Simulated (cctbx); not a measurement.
## Symmetry from intensities

Cell: a = 9.8610 Å, b = 7.7980 Å, c = 9.5000 Å, α = 90.00°, β = 90.00°, γ = 90.00°. Expected content of the cell: Tl8 Gd12 Fe12.

The data are simulated with cctbx, not measured: Cu Kα, λ = 1.54184 Å, to d = 0.8 Å, 50 % of the full sphere, strongest reflection 5000 counts, noise from counting, a 4 % proportional error and a noise floor of 2 counts (s.d.); no absorption.

Tests on the unmerged data give:

```text
2925 reflections to d = 0.801 A
centring   violations  <I/sigma> of those
    A        566 of  1443      5.3
    B        566 of  1465      5.3
    C          0 of  1458     -0.0
    I        549 of  1474      4.6
    R        804 of  1955      5.3
    F        566 of  2183      3.5
Laue class    unique    Rint  (classes that these axes allow; Friedel mates merged)
C 1 2/m 1         727   0.037
C 2/m 1 1         717   0.037
C m m m           433   0.041
space group    extra absences  I>4sigma  <I/sigma>
C 2 2 21                5          0       0.7  acentric
C 2 2 2                 0          0         -  acentric
C m m 2                 0          0         -  acentric
C m c 21               51          0       0.2  acentric
C 2 m m                 0          0         -  acentric
C m 2 m                 0          0         -  acentric
C 2 c m                51          0       0.2  acentric
C m c m                51          0       0.2  centric
C m m m                 0          0         -  centric
Wilson B = 1.02 A^2   <|E^2-1|> = 0.848 (0.968 centric, 0.736 acentric)   E^2>4: 2.4 %
shell (A)         n   <I/sigma>
 9.50 - 1.60     62     17.3
 1.60 - 1.27     53     22.1
 1.27 - 1.11     56     19.9
 1.11 - 1.01     55     17.0
 1.01 - 0.94     55     17.6
 0.94 - 0.88     46     16.0
 0.88 - 0.84     56     14.8
 0.84 - 0.80     50     14.9
```

**Question.** What are the lattice type, the Laue class and the likely space group?

The reflections that C centring forbids are absent (⟨I/σ⟩ near 0), so the lattice is C.

Rint stays low (0.037 to 0.041) up to C m m m, the highest class in these axes.

9 settings pass the absence test. The most absences obeyed, 51, belong to C m c 21, C 2 c m and C m c m, which absences can't tell apart.

⟨|E²−1|⟩ = 0.848 lies between the two ideal values. The Wilson B of 1.02 Å² means U ≈ 0.0129 Å².

The true group is Cmcm (no. 63), Laue class mmm, centrosymmetric. The tables only narrow the choice to the tied entries; cell content, site symmetry and trial solutions must settle it.

This is a model crystal, built by substitution and not relaxed, with assumed displacement parameters.

[Logs are printed without paths, hosts, clocks, repeated set-up lines and the standing remarks that a program may print on its own settings, such as how far it seeks lower states.]
